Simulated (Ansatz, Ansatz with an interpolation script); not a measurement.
**From a coarse GW mesh to bands everywhere: SiO2 (Imma)**

G0W0 gives levels on a mesh alone; what do the bands of SiO2 (Imma) look like between the points?

Method: LDA, Wannier functions and G0W0, plane waves, PAW, in Ansatz 0.2.0.

## (1) Set-up

The structure is orthorhombic, space group Imma (No. 74). Conventional cell: a = 5.247 Å, b = 9.554 Å, c = 8.883 Å, α = 90.00°, β = 90.00°, γ = 90.00°. Nearest to Si lie 4 O at 1.60 to 1.61 Å. Nearest to O lie 2 Si at 1.61 Å. Nearest to O lie 2 Si at 1.60 Å. Farther neighbours and most contacts between anions are not listed.

The cell and positions are those that the Materials Project relaxed with its own functionals (PBE, PBE+U or r2SCAN), kept fixed. The default PAW set here is soft_2. Its files were made with PBE.

## (2) LDA bands

The cheap functional maps the bands first; the places of the edges decide which points the dearer methods must see.

This step: DFT, LDA, plane waves, PAW.

File input.yaml:

```yaml
crystal:
  lattice:
    - [-2.62333646, 4.776753505, 4.441674725]
    - [2.62333646, -4.776753505, 4.441674725]
    - [2.62333646, 4.776753505, -4.441674725]
  atoms:
    - { symbol: Si, position: [0.9295488, 0.84494489, 0.08460391] }
    - { symbol: Si, position: [0.73965902, 0.15505511, 0.58460391] }
    - { symbol: Si, position: [0.0704512, 0.15505511, 0.91539609] }
    - { symbol: Si, position: [0.26034098, 0.84494489, 0.41539609] }
    - { symbol: O, position: [0.13068887, 0.88068887, 0.25] }
    - { symbol: O, position: [0.86931113, 0.11931113, 0.75] }
    - { symbol: O, position: [0.79317541, 0.5, 0.79317541] }
    - { symbol: O, position: [0.20682459, 0.0, 0.70682459] }
    - { symbol: O, position: [0.20682459, 0.5, 0.20682459] }
    - { symbol: O, position: [0.79317541, 0.0, 0.29317541] }
    - { symbol: O, position: [0.0, 0.0, 0.0] }
    - { symbol: O, position: [0.5, 0.0, 0.5] }
kpoints:
  mp_grid: { grid: [4, 4, 4] }
  band_path:
    path:
      - [[0.0, 0.0, 0.0], [0.5, -0.5, 0.5], [0.32540191, -0.32540191, 0.67459809]]
      - [[-0.32540191, 0.32540191, 0.32540191], [0.0, 0.0, 0.0], [0.46615628, 0.46615628, -0.46615628]]
      - [[0.53384372, -0.46615628, 0.46615628], [0.5, -0.5, 0.5]]
      - [[0.0, 0.0, 0.0], [0.0, 0.5, 0.0], [0.25, 0.25, 0.25], [0.5, 0.0, 0.0], [0.0, 0.0, 0.0], [0.0, 0.0, 0.5], [0.25, 0.25, 0.25]]
    npoints: 10
hamiltonian:
  xc: lda
scf:
  occupations: { method: fermi_dirac, width: 0.02 }
  n_extra_bands: 118
output:
  eigenvalues: true
  fatbands: true
```

The run is started by

```sh
$ ansatz run input.yaml --threads 16 --pin off --max-ram 64512MiB --backend cuda --events-out ev --progress --plain --runs-dir out --devices 1 --max-vram 78GiB
```

Numbers of over 12 decimals in the logs are rounded to 6 here.

Output:

```text
scf.n_extra_bands = 118 over 32 filled bands (N_el = 64.0): the run solves 150 bands
GPUs: using 1 of 1 available (devices: 1).
Engine: ansatz 0.2.0, aarch64-unknown-linux-gnu
Pseudopotentials: kind: paw
Pseudopotential: Si, paw, valence charge 4, recommended cutoff 420 eV (normal), Si.paw.azcp
Pseudopotential: O, paw, valence charge 6, recommended cutoff 420 eV (normal), O.paw.azcp
Functional definition: SPW92
  exchange = slater_x
  correlation = pw_c
concurrent solve slots: 9 of 16 are kept, ahead of what memory takes: no pass of the eigensolver takes more rounds on 9
[...]
Crystal: 12 atoms, lattice volume = 222.635 Å³
Basis set: ecut = 420 eV, 4321 PW (Γ)
Bands: 150, of which v1, the nominal top of the filled ones, is band 32 counted from 1 (31 counted from 0)
Symmetry: 8 space group operations
Space group: Imma (ITA 74), of the structure as read, at distance tolerance 6.1e-5 Å
k-points: 18 of 64
Non-local potential: Si, projectors of the file, l = 0: 2, l = 1: 2, l = 2: 2
Non-local potential: O, projectors of the file, l = 0: 2, l = 1: 2, l = 2: 1
PAW form: soft (Blöchl's): semilocal exchange-correlation on the pseudo side does not see the compensation charge
PAW frozen core: Si, regenerated for the run's functional, and the local potential with it (the file was generated under x = pbe(κ = 0.804, μ = 0.219515), c = pbe(β = 0.066725))
PAW frozen core: O, regenerated for the run's functional, and the local potential with it (the file was generated under x = pbe(κ = 0.804, μ = 0.219515), c = pbe(β = 0.066725))
PAW one-centre angular grid: Si, 110 points (default); XC on 64 Gauss nodes
PAW one-centre angular grid: O, 110 points (default); XC on 64 Gauss nodes
Initial density: superposition of atomic densities (neutral atoms: chi_scale 0, normalization atom), corrected by the library's trained network
Initial wavefunctions: pseudopotential atomic-orbital guess
[...]
Functional: x = slater, c = lda
SCF iter   1: F=—  HF=-6890.639262 eV  |F-HF|=—  |Δ(HF+E_count)|=         —  Δρ=1.13e-2  dr2=2.52e-1  ethr=1.77e-3  ⟨swp⟩=5.2  Hψ=12323  notcnv=0  defer=1603
preconditioner: auto → Resta (q_TF=auto, 2.216 Å⁻¹)  ε∞=1.4  [insulator: Δε(μ)=5.263 eV  Ē_g=30.385 eV  σ=0.020 eV  W_gap=1.00  n_scr=40 (ndim 8)  ℏωp=19.9 eV  f_vac=0.376  D(μ)=0.00/eV (n_scr^D=0)  ε∞_Penn≈1.4  vacuum switching on, ρ_ref=6.7e-2 e/Å³]
SCF iter   2: F=—  HF=-6890.572925 eV  |F-HF|=—  |Δ(HF+E_count)|=   6.63e-2  Δρ=4.20e-3  dr2=1.50e-2  ethr=3.93e-4  ⟨swp⟩=2.0  Hψ=3230  notcnv=0  defer=2008
SCF iter   3: F=—  HF=-6890.567753 eV  |F-HF|=—  |Δ(HF+E_count)|=   5.17e-3  Δρ=1.24e-3  dr2=1.55e-3  ethr=2.35e-5  ⟨swp⟩=2.0  Hψ=1289  notcnv=0  defer=2008
SCF iter   4: F=—  HF=-6890.567302 eV  |F-HF|=—  |Δ(HF+E_count)|=   4.51e-4  Δρ=2.33e-4  dr2=9.19e-5  ethr=2.42e-6  ⟨swp⟩=2.8  Hψ=1329  notcnv=0  defer=2008
SCF iter   5: F=—  HF=-6890.567389 eV  |F-HF|=—  |Δ(HF+E_count)|=   8.74e-5  Δρ=3.91e-5  dr2=3.37e-6  ethr=1.44e-7  ⟨swp⟩=2.0  Hψ=1136  notcnv=0  defer=2008
SCF iter   6: F=—  HF=-6890.567388 eV  |F-HF|=—  |Δ(HF+E_count)|=   5.39e-7  Δρ=1.08e-5  dr2=2.41e-7  ethr=5.26e-9  ⟨swp⟩=2.0  Hψ=1085  notcnv=0  defer=2008
SCF iter   7: F=-6890.567388 eV  HF=-6890.567388 eV  |F-HF|=1.72e-8  |Δ(HF+E_count)|=   7.53e-9  Δρ=3.84e-6  dr2=2.24e-8  ethr=1.56e-10  ⟨swp⟩=13.2  Hψ=20697  notcnv=0
SCF 1 converged in 7 iterations: F = -6890.567388 eV  dr2 = 2.24e-8
[...]
concurrent solve slots: 15 of 16 are kept, ahead of what memory takes: no pass of the eigensolver takes more rounds on 15
[...]
NSCF: frozen V_eff on 114 k-points
SCF converged after 7 iterations
Free energy (F): -6890.567388 eV
Harris-Foulkes:  -6890.567388 eV  (|F-HF|=1.72e-8)
Internal energy: -6890.567388 eV  (E = F + TS)
E sigma→0 (E₀):  -6890.567388 eV
Fermi energy:    1.888093 eV
--- Per-component energies (eV) ---
  E_band       = -501.755596
  E_kinetic    = 1602.165919
  E_local      = -6078.331309  (includes V_loc(G=0)·N_el)
  E_nonlocal   = 501.754728
  E_hartree    = 2364.863729
  E_xc         = -801.817858
  E_vxc        = -938.219138  (∫ρ·V_xc dr)
  E_paw        = -3132.943620  (= ΣΔE_a)
  E_vpaw       = -318.872870  (= ΣTr[D̂ρ^β])
  E_aug_tail   = 0.021380  (compensation charges beyond the density's cutoff)
  E_ewald      = -1347.393053
  E_core_change = 1.112695  (= ΣΔE_core)
  E_smearing   = -0.000000  (= −TS)
  E_closure    = 0.000000  (closes the sum)
  Σ components = -6890.567388   (vs F -6890.567388, Δ=0.00e0)
--- Band table (eV; the first three rows and the last of 18) ---
  k-point 0: bands = [... 28 lower, -1.8939, -1.5534, -1.2572, -0.8313, 4.5869, 7.5549, 7.7579, 7.9584, ... 26 higher]
  k-point 1: bands = [... 28 lower, -1.9763, -1.6366, -1.1696, -1.1493, 5.2575, 7.5601, 7.9472, 8.1026, ... 26 higher]
  k-point 2: bands = [... 28 lower, -1.8103, -1.8103, -1.2275, -1.2275, 6.7807, 6.7807, 8.0070, 8.0070, ... 26 higher]
  k-point 17: bands = [... 28 lower, -1.3942, -1.0693, -1.0379, -0.8549, 6.4992, 6.5585, 6.8586, 7.0011, ... 25 higher]
```

The job ended after 5 s (1 × NVIDIA GB200 (shared by 2 runs) with 16 threads of Arm Neoverse V2, shared host; peak memory 1.1 GiB).

Numbers from this step:

| Item | Value |
| --- | --- |
| filled bands | 32 |
| gap | 5.418 eV |
| valence top at | Γ |
| conduction bottom at | Γ |
| least direct gap | 5.418 eV |

The gap is direct, at Γ.

## (3) Wannier functions (O:2p Si:3s Si:3p) on 8×8×8

Localised functions give a small Hamiltonian that interpolates between mesh points at no cost.

This step: maximally localised Wannier functions, LDA, plane waves, PAW.

input.yaml, the sections that differ from step 2:

```yaml
kpoints:
  mp_grid: { grid: [4, 4, 4] }
scf:
  occupations: { method: fixed }
  n_extra_bands: 118
output:
  wannier:
    kmesh: [8, 8, 8]
    projections:
      - { species: O, l: p, shell: 2 }
      - { species: Si, l: s, shell: 3 }
      - { species: Si, l: p, shell: 3 }
    minimise: true
    write_hr: true
    seedname: w
    conv_tol: 1.0e-06
    max_iter: 20000
    stability_check: false
    disentanglement:
      window: [-10.97, 13.76]
      frozen_window: [-10.97, 7.59]
      conv_tol: 1.0e-08
# crystal, hamiltonian: as in step 2
```

Output:

```text
[...]
GPUs: using 1 of 1 available (devices: 1).
[...]
Crystal: 12 atoms, lattice volume = 222.635 Å³
Basis set: ecut = 420 eV, 4321 PW (Γ)
Bands: 150, of which v1, the nominal top of the filled ones, is band 32 counted from 1 (31 counted from 0)
Symmetry: 8 space group operations
[...]
k-points: 18 of 64
[...]
SCF iter   1: F=—  HF=-6890.639938 eV  |F-HF|=—  |Δ(HF+E_count)|=         —  Δρ=1.13e-2  dr2=2.52e-1  ethr=1.77e-3  ⟨swp⟩=4.2  Hψ=10024  notcnv=0  defer=2083
[...]
SCF iter   7: F=-6890.567388 eV  HF=-6890.567388 eV  |F-HF|=1.47e-8  |Δ(HF+E_count)|=   1.13e-8  Δρ=3.57e-6  dr2=1.95e-8  ethr=1.56e-10  ⟨swp⟩=14.2  Hψ=23052  notcnv=0
SCF 1 converged in 7 iterations: F = -6890.567388 eV  dr2 = 1.95e-8
[...]
NSCF: frozen V_eff on 18 k-points
the band table was solved once the SCF had ended and its energy, with any forces and stress, was formed, with the checks that follow a solve (9546 applications of the Hamiltonian). They found nothing against the state; the energy, forces and stress were not computed again (output.eigenvalues in the input reference)
[...]
SCF converged after 7 iterations
[...]
k-point 1: bands = [... 28 lower, -1.9763, -1.6366, -1.1696, -1.1493, 5.2575, 7.5601, 7.9472, 8.1026, ... 26 higher]
  k-point 2: bands = [... 28 lower, -1.8103, -1.8103, -1.2275, -1.2275, 6.7807, 6.7807, 8.0070, 8.0070, ... 26 higher]
  k-point 17: bands = [... 28 lower, -1.3942, -1.0692, -1.0379, -0.8549, 6.4992, 6.5585, 6.8586, 7.0011, ... 25 higher]
Wannier search: line search 1 of at most 20000: gauge-dependent spread (as the search counts it) 33.1258002 Å², largest recent change 3.2e0 Å² against conv_tol 1.0e-6 Å², 0 stops escaped
[...]
```

Wall time 20 s (1 × NVIDIA GB200 (shared by 2 runs) with 16 threads); peak memory 3 GiB; 85 s of CPU time.

Numbers from this step:

```yaml
gauge_invariant_spread: 53.37 Å²
diagonal_spread: 0.06316 Å²
off_diagonal_spread: 13.03 Å²
total_spread: 66.46 Å²
least_projectability: 0.1818
localisation_steps: 163
disentanglement_steps: 525
r_m_s_interpolation_error: 7.45e-4 eV
r_m_s_error_near_the_gap: 0.001130 eV
```

Near the gap the model misses directly solved bands by 1.1 meV r.m.s. and by 13 meV at most in the window tested. This tests the starting bands, not the corrections carried with them.

Wannier functions, by row:

| function | x (Å) | y (Å) | z (Å) | spread (Å²) | nearest atom | distance (Å) |
| --- | --- | --- | --- | --- | --- | --- |
| 1 | 2.623 | -2.388 | 3.421 | 0.795 | O5 | 0.04 |
| 2 | 2.623 | -2.388 | 3.362 | 0.863 | O5 | 0.02 |
| 3 | 2.623 | -2.388 | 3.364 | 0.868 | O5 | 0.018 |
| 4 | 0 | 7.165 | 1.02 | 0.795 | O6 | 0.04 |
| 5 | 0 | 7.165 | 1.08 | 0.863 | O6 | 0.02 |
| 6 | 0 | 7.165 | 1.078 | 0.868 | O6 | 0.018 |
| 7 | 1.312 | 5.209 | 2.221 | 0.883 | O7 | 0.02 |
| 8 | 1.312 | 5.212 | 2.221 | 0.818 | O7 | 0.022 |
| 9 | 1.312 | 5.154 | 2.221 | 0.786 | O7 | 0.036 |
| 10 | 1.312 | 4.345 | -2.221 | 0.883 | O8 | 0.02 |
| 11 | 1.312 | 4.342 | -2.221 | 0.818 | O8 | 0.022 |
| 12 | 1.312 | 4.4 | -2.221 | 0.786 | O8 | 0.036 |
| 13 | 1.312 | -0.432 | 2.221 | 0.883 | O9 | 0.02 |
| 14 | 1.312 | -0.435 | 2.221 | 0.818 | O9 | 0.022 |
| 15 | 1.312 | -0.377 | 2.221 | 0.786 | O9 | 0.036 |
| 16 | -1.312 | 5.209 | 2.221 | 0.883 | O10 | 0.02 |
| 17 | -1.312 | 5.212 | 2.221 | 0.818 | O10 | 0.022 |
| 18 | -1.312 | 5.154 | 2.221 | 0.786 | O10 | 0.036 |
| 19 | 0 | 0 | 0 | 0.831 | O11 | 0 |
| 20 | 0 | 0 | 0 | 0.746 | O11 | 0 |
| 21 | 0 | 0 | 0 | 0.798 | O11 | 0 |
| 22 | 0 | 4.777 | 0 | 0.831 | O12 | 0 |
| 23 | 0 | 4.777 | 0 | 0.746 | O12 | 0 |
| 24 | 0 | 4.777 | 0 | 0.798 | O12 | 0 |
| 25 | 0 | 1.105 | 8.234 | 3.433 | Si1 | 0.786 |
| 26 | 0 | 5.882 | 0.65 | 3.433 | Si2 | 0.786 |
| 27 | 2.623 | 3.672 | -3.792 | 3.433 | Si3 | 0.786 |
| 28 | 2.623 | -1.105 | 3.792 | 3.433 | Si4 | 0.786 |
| 29 | 0 | 1.424 | 6.484 | 2.059 | Si1 | 1.193 |
| 30 | 0 | 1.169 | 8.231 | 3.558 | Si1 | 0.81 |
| 31 | 0 | -0.642 | 7.225 | 2.627 | Si1 | 1.477 |
| 32 | 0 | 6.2 | 2.399 | 2.059 | Si2 | 1.193 |
| 33 | 0 | 5.946 | 0.652 | 3.558 | Si2 | 0.81 |
| 34 | 0 | 4.135 | 1.658 | 2.627 | Si2 | 1.477 |
| 35 | 2.623 | 3.353 | -2.043 | 2.059 | Si3 | 1.193 |
| 36 | 2.623 | 3.608 | -3.789 | 3.558 | Si3 | 0.81 |
| 37 | 2.623 | 5.419 | -2.783 | 2.627 | Si3 | 1.477 |
| 38 | 2.623 | -1.424 | 2.043 | 2.059 | Si4 | 1.193 |
| 39 | 2.623 | -1.169 | 3.789 | 3.558 | Si4 | 0.81 |
| 40 | 2.623 | 0.642 | 2.783 | 2.627 | Si4 | 1.477 |

Frozen up to 8.42 eV; above it the model need not follow the bands. Electronic bands along the path, in eV, zero at the valence-band top:

| point | band 29 | band 30 | band 31 | band 32 | band 33 | band 34 | band 35 | band 36 |
| --- | --- | --- | --- | --- | --- | --- | --- | --- |
| Γ | -1.06 | -0.72 | -0.43 | 0.00 | 5.42 | 8.39 | 8.82 | 9.11 |
| halfway | -0.63 | -0.56 | -0.31 | -0.01 | 6.01 | 7.97 | 7.97 | 8.97 |
| X | -0.56 | -0.24 | -0.21 | -0.02 | 7.33 | 7.39 | 7.69 | 7.83 |
| halfway | -0.80 | -0.28 | -0.20 | -0.20 | 7.54 | 7.62 | 7.84 | 8.00 |
| F0 | -1.20 | -0.59 | -0.48 | -0.18 | 7.95 | 8.12 | 8.13 | 8.37 |
| jump to Σ0 | -1.20 | -0.59 | -0.48 | -0.18 | 7.95 | 8.12 | 8.13 | 8.37 |
| halfway | -1.30 | -0.93 | -0.53 | -0.27 | 6.27 | 8.48 | 9.17 | 9.24 |
| Γ | -1.06 | -0.72 | -0.43 | 0.00 | 5.42 | 8.39 | 8.82 | 9.11 |
| halfway | -0.57 | -0.49 | -0.42 | -0.12 | 6.01 | 7.93 | 8.00 | 8.79 |
| Λ0 | -0.56 | -0.24 | -0.21 | -0.03 | 7.28 | 7.40 | 7.63 | 7.94 |
| jump to G0 | -0.56 | -0.24 | -0.21 | -0.03 | 7.28 | 7.40 | 7.63 | 7.94 |
| halfway | -0.56 | -0.24 | -0.21 | -0.03 | 7.32 | 7.39 | 7.67 | 7.87 |
| X | -0.56 | -0.24 | -0.21 | -0.02 | 7.33 | 7.39 | 7.69 | 7.83 |
| jump to Γ | -1.06 | -0.72 | -0.43 | 0.00 | 5.42 | 8.39 | 8.82 | 9.11 |
| halfway | -0.97 | -0.97 | -0.39 | -0.27 | 6.10 | 8.35 | 8.77 | 9.16 |
| R | -0.89 | -0.85 | -0.74 | -0.20 | 7.58 | 7.74 | 8.38 | 8.40 |
| halfway | -0.89 | -0.86 | -0.62 | -0.26 | 7.69 | 7.80 | 8.23 | 8.26 |
| W | -0.88 | -0.88 | -0.41 | -0.41 | 7.91 | 7.91 | 8.03 | 8.03 |
| halfway | -0.75 | -0.73 | -0.39 | -0.29 | 6.86 | 7.24 | 8.84 | 8.96 |
| S | -0.56 | -0.54 | -0.31 | -0.14 | 6.38 | 6.91 | 8.46 | 9.06 |
| halfway | -0.75 | -0.63 | -0.40 | -0.05 | 5.74 | 7.78 | 8.57 | 9.02 |
| Γ | -1.06 | -0.72 | -0.43 | 0.00 | 5.42 | 8.39 | 8.82 | 9.11 |
| halfway | -1.15 | -0.81 | -0.34 | -0.32 | 6.09 | 8.39 | 8.82 | 9.10 |
| T | -0.98 | -0.98 | -0.40 | -0.40 | 7.61 | 7.61 | 8.85 | 8.85 |
| halfway | -0.93 | -0.93 | -0.40 | -0.40 | 7.70 | 7.70 | 8.41 | 8.41 |
| W | -0.88 | -0.88 | -0.41 | -0.41 | 7.91 | 7.91 | 8.03 | 8.03 |

The same for Kohn-Sham, solved directly:

| point | band 29 | band 30 | band 31 | band 32 | band 33 | band 34 | band 35 | band 36 |
| --- | --- | --- | --- | --- | --- | --- | --- | --- |
| Γ | -1.06 | -0.72 | -0.43 | 0.00 | 5.42 | 8.39 | 8.59 | 8.79 |
| X | -0.56 | -0.24 | -0.21 | -0.02 | 7.33 | 7.39 | 7.69 | 7.83 |
| F0 | -1.20 | -0.59 | -0.48 | -0.18 | 7.96 | 8.11 | 8.13 | 8.36 |
| Σ0 | -1.20 | -0.59 | -0.48 | -0.18 | 7.96 | 8.11 | 8.13 | 8.36 |
| Γ | -1.06 | -0.72 | -0.43 | 0.00 | 5.42 | 8.39 | 8.59 | 8.79 |
| Λ0 | -0.56 | -0.24 | -0.21 | -0.03 | 7.28 | 7.40 | 7.63 | 7.94 |
| G0 | -0.56 | -0.24 | -0.21 | -0.03 | 7.28 | 7.40 | 7.63 | 7.94 |
| X | -0.56 | -0.24 | -0.21 | -0.02 | 7.33 | 7.39 | 7.69 | 7.83 |
| Γ | -1.06 | -0.72 | -0.43 | 0.00 | 5.42 | 8.39 | 8.59 | 8.79 |
| R | -0.89 | -0.85 | -0.74 | -0.20 | 7.58 | 7.74 | 8.38 | 8.40 |
| W | -0.88 | -0.88 | -0.41 | -0.41 | 7.91 | 7.91 | 8.03 | 8.03 |
| S | -0.56 | -0.54 | -0.31 | -0.14 | 6.38 | 6.91 | 8.45 | 8.93 |
| Γ | -1.06 | -0.72 | -0.43 | 0.00 | 5.42 | 8.39 | 8.59 | 8.79 |
| T | -0.98 | -0.98 | -0.40 | -0.40 | 7.61 | 7.61 | 8.84 | 8.84 |

## (4) G0W0 at every point of the mesh: 4×4×4 mesh, 1429 empty bands, screening to 200 eV

G0W0 replaces the xc potential by the self-energy, built once from these orbitals. Only a window of levels is corrected, while the sums run over the empty bands that the input names.

This step: G0W0 on LDA, plane waves, PAW.

input.yaml, the sections that differ from step 3:

```yaml
scf:
  occupations: { method: fixed }
gw:
  n_empty_bands: 1429
  ecut_chi: 200.0
  qp_bands: [v24, c4]
  screening: { model: contour_deformation }
# crystal, kpoints, hamiltonian: as in step 3
# output: removed
```

Output:

```text
GPUs: using 1 of 1 available (devices: 1).
[...]
Crystal: 12 atoms, lattice volume = 222.635 Å³
Basis set: ecut = 420 eV, 4321 PW (Γ)
Bands: 44, of which v1, the nominal top of the filled ones, is band 32 counted from 1 (31 counted from 0)
Symmetry: 8 space group operations
[...]
k-points: 18 of 64
[...]
SCF iter   1: F=—  HF=-6890.640382 eV  |F-HF|=—  |Δ(HF+E_count)|=         —  Δρ=1.13e-2  dr2=2.54e-1  ethr=1.77e-3  ⟨swp⟩=4.7  Hψ=3393  notcnv=0  defer=164
[...]
SCF iter   7: F=-6890.567388 eV  HF=-6890.567388 eV  |F-HF|=2.24e-8  |Δ(HF+E_count)|=   1.70e-7  Δρ=4.54e-6  dr2=3.33e-8  ethr=1.56e-10  ⟨swp⟩=15.1  Hψ=4083  notcnv=0
SCF 1 converged in 7 iterations: F = -6890.567388 eV  dr2 = 3.33e-8
[...]
G₀W₀ screening: q 1/18
[... further progress lines ...]
[...]
SCF converged after 7 iterations
[...]
15    36      7.6761    -5.6247    -2.9897   -10.1701  0.8771     9.2462     9.2318  root
    16     9     -9.7040   -26.3582     4.6649   -19.2504  0.7710   -12.2308   -12.1468  root
    16    10     -8.7020   -26.4703     4.4134   -19.6204  0.7830   -11.2194   -11.1384  root
    16    11     -8.3005   -26.5519     4.3834   -19.7877  0.7831   -10.7638   -10.6814  root
    16    12     -7.3949   -26.4619     4.1935   -19.9014  0.7908    -9.8399    -9.7619  root
    16    13     -6.6586   -26.2243     4.0969   -19.7876  0.7947    -9.0704    -8.9983  root
    16    14     -6.4280   -26.5141     3.9824   -20.2189  0.7992    -8.8049    -8.7408  root
    16    15     -6.2922   -26.5780     3.9888   -20.2636  0.7994    -8.6822    -8.6177  root
    16    16     -6.0164   -26.9876     3.8654   -20.8275  0.8044    -8.3664    -8.3111  root
    16    17     -4.3604   -24.0540     4.1264   -17.5815  0.7911    -6.7804    -6.7066  root
    16    18     -4.2141   -24.2687     4.1091   -17.8311  0.7919    -6.6134    -6.5426  root
    16    19     -3.6024   -24.3791     3.9818   -18.0841  0.7972    -5.9788    -5.9157  root
    16    20     -3.5946   -24.3990     3.9704   -18.1128  0.7973    -5.9733    -5.9103  root
    16    21     -3.3645   -24.7819     3.9032   -18.5916  0.8003    -5.7086    -5.6515  root
[...]
17     9    -10.8225   -25.9052     4.8789   -18.5904  0.7626   -13.3716   -13.2583  root ?
[...]
17    32     -0.8548   -26.9182     3.6951   -21.1939  0.8051    -2.9191    -2.8839  root
    17    33      6.4993    -6.2853    -3.1188   -11.0365  0.8710     8.1472     8.1317  root
    17    34      6.5585    -7.2345    -3.3019   -12.2925  0.8685     8.3329     8.3146  root
    17    35      6.8586    -5.3298    -2.7749    -9.5643  0.8791     8.3301     8.3181  root
    17    36      7.0011    -3.6539    -2.3186    -7.0849  0.8961     8.1198     8.1135  root
```

It took 3.5 min on 1 × NVIDIA GB200 (shared by 2 runs) with 16 threads; peak memory 5.5 GiB.

Numbers from this step:

- bands summed: 1461
- RPA ε∞ on this mesh (eigenvalues): 1.875, 1.902, 1.932
- plane waves in the screening matrix: 1407
- q-points in the mesh: 64
- G0W0 gap on the mesh: 8.773 eV
- k of the valence top: 0, 0, 0
- k of the conduction bottom: 0, 0, 0
- starting gap on the mesh: 5.418 eV
- Z at the valence top: 0.8051
- Z at the conduction bottom: 0.8880
- least direct G0W0 gap on the computed points: 8.773 eV

The gap on the mesh goes from 5.42 eV to 8.77 eV, a correction of +3.35 eV. Between the two edge states, bare exchange in place of the xc potential would open the gap by 9.78 eV, and correlation takes back 6.42 eV.

(Continued in part 2 of 2.)

[Paths, hosts, dates, memory and timing lines, banners, echoed tables and standing remarks are left out of the program output.]

[Logs are printed without paths, hosts, clocks, repeated set-up lines and the standing remarks that a program may print on its own settings, such as how far it seeks lower states.]

[Runs of the session that timed out or met a known fault of the program may be left out.]

[Hosts, paths, dates, database ids (printed as entryN), source tags and the programs' standing remarks are cut or masked in the printed files.]
